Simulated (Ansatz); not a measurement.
In doubt: masses and optical values from hybrid runs of this build are listed as unsure (in some of the runs), which bears on the screening that GW takes from such a start.

The crystal is MoS2 (P6_3/mmc).

The database entry behind the starting cell differs from later determinations by our own check (about 0.3 % long), so it need not match the best structure at ambient conditions.

```xyz
6
Lattice="3.1690 0.0000 0.0000 -1.5845 2.7444 0.0000 0.0000 0.0000 12.3240" Properties=species:S:1:pos:R:3 pbc="T T T"
Mo    0.0000    1.8296    3.0810
Mo    1.5845    0.9148    9.2430
S     0.0000    1.8296    7.6779
S     1.5845    0.9148    1.5159
S     0.0000    1.8296   10.8081
S     1.5845    0.9148    4.6461
```

The cell and positions come from the Crystallography Open Database and are kept as given unless a step says otherwise.

Gaps computed with Ansatz 0.2.0 without a self-energy: HSE06 1.44 eV.

Question: Estimate the G0W0@HSE06 gap with 9×9×2 mesh, 637 empty bands, screening to 190 eV, hard PAW files.

About 1.48 eV: on its mesh the run moves the gap from 1.51 eV by +0.04 eV, and the mesh misses the edges by 0.07 eV. Bands and cutoff are finite, so the gap is not at the basis limit. The miss can reach some tenths of an eV and take either sign; the mesh is an error of its own. The many-body steps are scalar-relativistic: spin-orbit coupling is not in them.

[Paths, hosts, dates, memory and timing lines, banners, echoed tables and standing remarks are left out of the program output.]

[Logs are printed without paths, hosts, clocks, repeated set-up lines and the standing remarks that a program may print on its own settings, such as how far it seeks lower states.]

[Runs of the session that timed out or met a known fault of the program may be left out.]

[Cells called generated may have been cut or substituted from an entry of the Crystallography Open Database or the Materials Project.]

[Hosts, paths, dates, database ids (printed as entryN), source tags and the programs' standing remarks are cut or masked in the printed files.]
